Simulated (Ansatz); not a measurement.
# Core levels in a random alloy: Mg3Sc (Sc on 25 % of the Mg sites, one arrangement), part 2 of 4

Aim: core-level shifts of both metals in Mg3Sc (Sc on 25 % of the Mg sites, one arrangement), site by site.

Ansatz 0.2.0; DFT, r2SCAN, plane-wave PAW, default files, scalar-relativistic.

So far: The structure; Relaxation.

**3. Valence states**

First the ground state, then the DOS by atom and shell, which the cross sections turn into spectra.

The input, input.yaml:

```yaml
crystal:
  lattice:
    - [-4.8762749472, 2.8223545457, 5.2290818568]
    - [-4.8493494377, 2.7675970681, -5.175110234]
    - [-3.1931054013, -5.55617746, -5.222968487]
  atoms:
    - { symbol: Mg, position: [0.6277724433, 0.873068815, 0.7558397171] }
    - { symbol: Mg, position: [0.1274536169, 0.373945017, 0.7507647071] }
    - { symbol: Sc, position: [0.2437505319, 0.7468503924, 0.5045695283] }
    - { symbol: Mg, position: [0.742801771, 0.2495925047, 0.4898512101] }
    - { symbol: Sc, position: [0.8793834153, 0.6242842003, 0.2551998591] }
    - { symbol: Mg, position: [0.3713694819, 0.1160709078, 0.2510872982] }
    - { symbol: Mg, position: [0.5013387739, 0.502726422, 0.006506763] }
    - { symbol: Sc, position: [-0.0038060384, -0.0018354088, -0.0055385966] }
    - { symbol: Mg, position: [0.8313803165, 0.8322196727, 0.5038300176] }
    - { symbol: Mg, position: [0.3368961722, 0.335317201, 0.4968620637] }
    - { symbol: Mg, position: [0.4560985362, 0.7134303987, 0.2510834452] }
    - { symbol: Mg, position: [0.9599011004, 0.2057311506, 0.2418195508] }
    - { symbol: Mg, position: [0.0873811662, 0.5810671009, -0.0027418482] }
    - { symbol: Sc, position: [0.5888179171, 0.0848645259, 0.0022676116] }
    - { symbol: Mg, position: [0.709317609, 0.4599504137, 0.7527942349] }
    - { symbol: Mg, position: [0.206809853, 0.9693833524, 0.7458044381] }
kpoints:
  mp_grid: { grid: [4, 4, 4] }
scf:
  occupations: { method: fermi_dirac, width: 0.08 }
  n_extra_bands: 19
hamiltonian:
  xc: r2scan
  pseudopotentials: { kind: paw }
output:
  forces: true
  stress: true
  dos:
    projected: true
    de: 0.05
    e_range: [-30, 12]
    method: { smearing: { sigma: 0.1, scheme: gaussian } }
  eigenstates:
    kpoints:
      - [0.0, 0.0, 0.0]
      - [-0.08333333, -0.08333333, -0.16666667]
      - [-0.16666667, -0.16666667, -0.33333333]
      - [-0.25, -0.25, -0.5]
      - [-0.33333333, -0.33333333, 0.33333333]
      - [-0.41666667, -0.41666667, 0.16666667]
      # [... 22 more points ...]
      - [0.375, 0.375, 0.250001]
      - [0.5, -0.5, 0.166668]
    e_range: [-9.0, 3.0]
    unfold: { supercell_matrix: [[-1, 1, 1], [-1, 1, -1], [-2, -2, -1]] }
```

The run is started by

```bash
> ansatz run input.yaml --threads 4 --pin off --max-ram 14336MiB --backend cpu --events-out ev --progress --plain --runs-dir out
```

Numbers of over 12 decimals in the logs are rounded to 6 here.

Output:

```text
[...]
Crystal: 16 atoms, lattice volume = 372.955 Å³
Basis set: ecut = 500 eV, 9449 PW (Γ), exchange–correlation on 240×240×256 points (64 copies of the dense FFT grid, shifted against one another)
Bands: 101, of which v1, the nominal top of the filled ones, is band 82 counted from 1 (81 counted from 0)
Symmetry: 1 space group operations
[...]
k-points: 36 of 64 (time reversal used)
[...]
SCF iter   1: F=—  HF=-31679.166364 eV  |F-HF|=—  |Δ(HF+E_count)|=         —  Δρ=1.13e-2  dr2=7.63e-1  dr2_τ=1.32e-2  ethr=1.77e-3  ⟨swp⟩=6.1  Hψ=12421  notcnv=0  defer=1
[...]
SCF iter   9: F=-31679.188934 eV  HF=-31679.188934 eV  |F-HF|=2.20e-8  |Δ(HF+E_count)|=   9.28e-8  Δρ=3.33e-6  dr2=7.28e-8  dr2_τ=3.75e-9  ethr=6.10e-11  ⟨swp⟩=9.5  Hψ=13088  notcnv=0
SCF 1 converged in 9 iterations: F = -31679.188934 eV  dr2 = 7.28e-8
[...]
NSCF: frozen V_eff on 30 k-points
SCF converged after 9 iterations
Free energy (F): -31679.188934 eV
[...]
Internal energy: -31678.907600 eV  (E = F + TS)
E sigma→0 (E₀):  -31679.048267 eV
Entropy (-TS):   -0.281334 eV (-17.583 meV/atom)
Fermi energy:    6.534012 eV
[...]
--- Forces (eV/Å), atoms counted from 1 ---
  atom   1  Mg     0.00139177     0.00080492    -0.00120365
  atom   2  Mg    -0.00024320    -0.00175296     0.00076778
  atom   3  Sc    -0.00011323     0.00146276     0.00173392
  atom   4  Mg     0.00143929     0.00051827     0.00028169
  atom   5  Sc     0.00137757    -0.00066027    -0.00047959
  atom   6  Mg    -0.00004914    -0.00166013    -0.00248846
  atom   7  Mg     0.00025205    -0.00018932    -0.00006954
  atom   8  Sc    -0.00251628    -0.00200572    -0.00236556
  atom   9  Mg    -0.00046680    -0.00029852     0.00042125
  atom  10  Mg     0.00042521     0.00232973    -0.00005067
  atom  11  Mg     0.00129095    -0.00057530    -0.00072803
  atom  12  Mg    -0.00123677    -0.00005594     0.00171450
  atom  13  Mg    -0.00054651    -0.00077992    -0.00028121
  atom  14  Sc     0.00074784     0.00228350     0.00255506
  atom  15  Mg    -0.00156783     0.00071263    -0.00028689
  atom  16  Mg    -0.00016058    -0.00015635     0.00049410
  max |Σ_I F_I| component: 2.43e-5 eV/Å
--- Stress (GPa, compression-positive) ---
        0.001114      -0.005606      -0.004047
       -0.005606      -0.007735       0.005605
       -0.004047       0.005605      -0.000840
  P = ⅓ Tr σ = -0.0025 GPa (-0.025 kbar)
--- Band table (eV; the first three rows and the last of 36) ---
  k-point 0: bands = [... 78 lower, 5.2908, 6.4510, 6.5127, 6.6281, 6.8346, 7.0258, 7.1414, 7.3098, ... 15 higher]
  k-point 1: bands = [... 78 lower, 5.6479, 6.0603, 6.1131, 6.3452, 6.6520, 6.8421, 6.9423, 7.0778, ... 15 higher]
  k-point 2: bands = [... 78 lower, 5.7081, 5.8155, 5.9665, 5.9857, 6.0550, 6.2152, 6.3338, 6.5638, ... 15 higher]
  k-point 35: bands = [... 78 lower, 6.1080, 6.3116, 6.4196, 6.5172, 6.5686, 6.7096, 6.8637, 7.0156, ... 15 higher]
```

Elapsed: 3.3 min, on 4 threads of Intel Xeon at 2.50GHz (Skylake/Cascade Lake), shared host; peak memory 2.9 GiB; 13 min of CPU time.

The column dr2 measures how far the density is from self-consistency, as an energy; F and HF (Harris–Foulkes) agree once it is small.

Numbers from this step:

| Quantity | Value |
| --- | --- |
| pressure | -0.002487 GPa |
| zero of energy | Fermi level |
| share of occupied states in no projected shell | 0.1154 of the occupied states in the window |
| DOS at the Fermi level | 13.87 states/eV/cell |

A(k,E), total over k along the path and E. Zero: Fermi level.

Ten even steps from '0' (0.00 eV⁻¹) to '9' (3.36 eV⁻¹), each cell a mean:
```
1122223222222222111112222222211
2222221222323332222111223222222
1101112222122101111111112100133
1111221223233101111110111211123
0001332221123200012111111411148
0013321112253520030000000133686
0124130002700131000000000089842
7640000126200035700000000154201
0100005661010001000000000310000
0000003200020000030000000500000
0000000000010000010000003000000
0000040000001000003000005000000
0000000000003000000000030000000
0000300000000000000100150000000
0000100000000100000202700000000
0002000000000200000086000000000
0001000000000030000400000000000
0140000000000012014000000000000
4300000000000002430000000000000
0000000000000000000000000000000
0000000000000000000000000000000
0000000000000000000000000000000
```
Columns: k along the path (Å⁻¹) from 0 to 5.47 (not evenly spaced); rows upwards: E (eV) from -8.7 to 2.60.

Peaks of A(k,E) at the labelled points: for each region the eleven nearest the zero at most, each over 6 % of that point's highest, less those above the energy where the solved bands run out; weight and spread sum the levels within three half widths or 0.3 eV, so near peaks share levels. Peaks of the spectral function, the first 40 of 66 rows:

```
point  weight on  E (eV)  A (1/eV)  weight near the peak  rms spread of levels (eV)
    Γ      total   -6.86     3.827                 0.967                          0
    Γ      total   -2.72     0.425                 0.112                      0.036
    Γ      total   -1.24      6.34                 1.606                      0.004
    Γ      total    0.78      0.42                 0.271                      0.186
    Γ      total    1.02     0.506                 0.191                      0.112
    Γ      total    1.42     0.834                  0.27                      0.112
    Γ      total    1.74     0.961                 0.437                      0.114
    Γ      total    1.82     0.917                 0.579                      0.157
    Γ      total    1.96     1.003                 0.611                      0.163
    Γ      total    2.12      1.02                 0.525                      0.152
    Γ      total    2.42     0.879                 0.294                      0.105
    M      total   -1.82     3.854                 1.382                        0.1
    M      total   -0.98     0.276                 0.113                      0.116
    M      total   -0.78     0.331                  0.14                      0.162
    M      total    -0.7     0.323                 0.208                        0.2
    M      total   -0.44     0.628                 0.258                      0.156
    M      total    0.18     0.863                 0.296                      0.092
    M      total    0.62     1.331                 0.408                      0.045
    M      total    0.96       0.5                 0.309                      0.101
    M      total     1.2     1.159                  0.45                      0.146
    M      total     1.4     0.859                 0.468                      0.139
    M      total    1.84     0.947                 0.363                      0.137
    K      total   -1.44     0.614                 0.188                      0.119
    K      total   -1.02     1.976                  1.02                      0.138
    K      total   -0.74     3.477                 2.057                      0.189
    K      total   -0.66     3.576                 1.677                      0.122
    K      total   -0.46     2.652                 1.162                      0.107
    K      total    0.16     0.562                  0.28                      0.188
    K      total    0.36     0.656                 0.327                      0.164
    K      total    0.58     0.925                 0.404                      0.134
    K      total     0.7     0.945                 0.415                      0.134
    K      total    0.92     0.748                 0.514                      0.181
    K      total    1.12      1.16                 0.361                      0.099
    A      total    0.18     0.544                 0.247                      0.145
    A      total    0.32     0.482                 0.292                      0.161
    A      total     0.5     0.484                 0.223                      0.166
    A      total    0.78     0.394                 0.251                       0.19
    A      total    0.92     0.518                 0.158                       0.08
    A      total     1.3     0.739                 0.303                      0.087
    A      total    1.46     0.855                 0.384                      0.127
```

The DOS has structure finer than the step of the table below, so its rows give means over 1 eV, whole bins alone (the curve runs from -30.0 to 2.33 eV). Peaks (eV: height): total -29.6: 76.4, 2.0: 15.7; Sc 3d 0.5: 9.29, 2.0: 10.9; Mg 3s -4.8: 3.27, -3.9: 4.13, -2.7: 3.85, -2.4: 3.18; Mg 3p* -0.2: 3.46; Sc 4s -5.0: 0.754, -4.1: 0.996, -3.0: 1.38, -1.8: 1.29.

* holds the states left over by the projection beside any projected weight of its own, shared among the starred shells. Table of DOS by E, zero at the Fermi level; means over each step; values in states/eV/cell:

```
E (eV)  total    Sc 3d    Mg 3s   Mg 3p*    Sc 4s   Sc 4p*  Sc 3p
   -29   6.45  0.00535  0.00864   1.7e-5  0.00575        0   6.43
   -28      0        0        0        0        0        0      0
   -27      0        0        0        0        0        0      0
   -26      0        0        0        0        0        0      0
   -25      0        0        0        0        0        0      0
   -24      0        0        0        0        0        0      0
   -23      0        0        0        0        0        0      0
   -22      0        0        0        0        0        0      0
   -21      0        0        0        0        0        0      0
   -20      0        0        0        0        0        0      0
   -19      0        0        0        0        0        0      0
   -18      0        0        0        0        0        0      0
   -17      0        0        0        0        0        0      0
   -16      0        0        0        0        0        0      0
   -15      0        0        0        0        0        0      0
   -14      0        0        0        0        0        0      0
   -13      0        0        0        0        0        0      0
   -12      0        0        0        0        0        0      0
   -11      0        0        0        0        0        0      0
   -10      0        0        0        0        0        0      0
    -9      0        0        0        0        0        0      0
    -8      0        0        0        0        0        0      0
    -7  0.385   4.2e-4    0.297   3.8e-4   0.0859   5.6e-4      0
    -6   1.95   0.0126     1.58  0.00622    0.346  0.00822      0
    -5   3.17   0.0736     2.46   0.0317    0.575   0.0220      0
    -4   4.14    0.218     2.95    0.115    0.803   0.0526      0
    -3   5.27    0.573     3.27    0.359    0.933    0.133      0
    -2   6.49     1.41     2.75    0.944     1.06    0.325      0
    -1   8.42     3.06     1.69     2.10    0.863    0.708      0
     0   12.7     7.18    0.944     3.11    0.402     1.04      0
     1   11.4     7.41    0.628     2.34    0.269    0.785      0
```

Simulated valence spectra by photon energy, shown to 13 eV, since a deeper line would dwarf them at some energies; the 100 % can be that line's tail at the edge; this run's widths, added to any smearing of the DOS itself: Gaussian 0.1 eV, Lorentzian 0.05 eV plus 0.05 an eV of depth. The intensity by binding energy, zero at the Fermi level; values in % of the maximum within 13 eV:

```
binding energy (eV)  21.2 eV  40.8 eV  1486.7 eV  5414.7 eV  8047.8 eV
                 -1    0.636    0.640       2.39       1.67       1.53
                  0     56.7     56.7       46.8       23.5       21.5
                  1     46.0     46.3       81.5       67.3       66.7
                  2     23.0     23.3       94.2       91.5       91.6
                  3     11.1     11.5       96.1       97.8       97.9
                  4     6.16     6.49       89.2       91.3       91.0
                  5     2.96     3.20       64.4       66.3       66.1
                  6     1.55     1.72       46.0       46.6       46.1
                  7    0.314    0.344       9.71       9.10       8.87
                  8    0.107    0.113       3.77       2.76       2.50
                  9   0.0666   0.0697       3.17       2.02       1.75
                 10   0.0472   0.0492       3.11       1.83       1.52
                 11   0.0357   0.0370       3.23       1.81       1.47
                 12        -   0.0291       3.47       1.88       1.50
```

Maxima picked by a test of local sharpness, so broad peaks and shoulders can be missing; peaks within 0.45 eV of a curve's cut are left out. Valence peaks, by row:

```
photon energy (eV)  binding energy (eV)  height (% of the maximum within 13 eV)  main shell  its share (%)
              21.2                  3.9                                   6.507       Sc 3d          63.68
              21.2                 0.15                                     100       Sc 3d          98.35
              40.8                  3.9                                   6.839       Sc 3d           60.2
              40.8                 0.15                                     100       Sc 3d          97.72
              1487                    6                                   46.36       Mg 3s          76.88
              1487                  4.8                                   67.58       Mg 3s          75.89
              1487                 3.95                                   90.27       Mg 3s          74.44
              1487                 2.75                                   99.04       Mg 3s          70.33
              1487                  2.3                                   92.69       Mg 3s          65.03
              1487                  1.8                                     100       Mg 3s          57.35
              1487                  1.2                                   84.69       Mg 3s          46.25
              1487                  0.9                                   83.15       Mg 3s          40.21
              1487                  0.6                                   85.05       Mg 3s          37.75
              1487                  0.2                                   85.52       Sc 3d           48.3
              5415                    6                                   46.95       Mg 3s          71.06
              5415                  4.8                                   68.98       Mg 3s          69.61
              5415                 3.95                                   92.11       Mg 3s           68.3
              5415                  2.9                                     100       Mg 3s          63.28
              5415                  2.3                                   91.41       Mg 3s          61.74
              5415                  1.8                                   95.38       Mg 3s           56.3
              5415                 0.95                                   67.38       Mg 3s          46.43
              8048                    6                                   46.51       Mg 3s          68.87
              8048                 4.85                                   68.61       Mg 3s          66.46
              8048                 3.95                                   91.73       Mg 3s          65.84
              8048                  2.9                                     100       Mg 3s          60.75
              8048                  2.3                                   91.26       Mg 3s          59.37
              8048                  1.8                                   95.37       Mg 3s          54.05
              8048                 0.95                                   66.72       Sc 4s          49.34
```

Shapes are the site's partial DOS without matrix elements, which overweights lines from ligand s bands. Table of intensity by emission energy less the core level's binding energy, zero at the Fermi level; read off at these points; values in % of the unpolarised maximum:

```
emission energy less the core level's binding energy (eV)  Mg L2,3  Sc L-alpha
                                                    -29.0    0.411       0.132
                                                    -28.0    0.146      0.0547
                                                    -27.0   0.0758      0.0306
                                                    -26.0   0.0550      0.0233
                                                    -25.0   0.0478      0.0208
                                                    -24.0   0.0459      0.0203
                                                    -23.0   0.0467      0.0207
                                                    -22.0   0.0493      0.0218
                                                    -21.0   0.0534      0.0234
                                                    -20.0   0.0591      0.0255
                                                    -19.0   0.0663      0.0281
                                                    -18.0   0.0757      0.0313
                                                    -17.0   0.0876      0.0352
                                                    -16.0    0.103      0.0401
                                                    -15.0    0.124      0.0461
                                                    -14.0    0.152      0.0538
                                                    -13.0    0.191      0.0636
                                                    -12.0    0.248      0.0766
                                                    -11.0    0.339      0.0943
                                                    -10.0    0.496       0.119
                                                     -9.0    0.816       0.157
                                                     -8.0     1.77       0.219
                                                     -7.0     12.2       0.357
                                                     -6.0     49.2       0.882
                                                     -5.0     73.3        2.53
                                                     -4.0     92.0        6.38
                                                     -3.0     99.3        15.0
                                                     -2.9     99.9        16.3
                                                     -2.0     86.9        34.7
                                                     -1.0     55.4        74.0
                                                     -0.4     38.1        99.6
                                                      0.0     19.6        72.5
                                                      1.0    0.799        3.98
```

Sums over each group's atoms; left-over states aren't shared out by site. Site centres, by row:

```
group  element  shell  occupied states  centre of occupied part (eV)  centre up to the window's top (eV)
   Mg       Mg     3s            15.61                        -3.471                              -2.983
   Sc       Sc     4s            4.915                        -3.083                              -2.487
   Sc       Sc     3p            23.92                        -29.58                              -29.58
   Sc       Sc     3d            8.546                        -1.142                              0.5455
```

(Continued in part 3 of 4.)

[Logs are printed without paths, hosts, clocks, repeated set-up lines and the standing remarks that a program may print on its own settings, such as how far it seeks lower states.]

[Hosts, paths, dates, database ids (printed as entryN), source tags and the programs' standing remarks are cut or masked in the printed files.]

[Maps of the electrostatic potential energy from Ansatz leave out the sawtooth potential of an applied field or a dipole correction, so their vacuum need not be flat; work functions include it.]
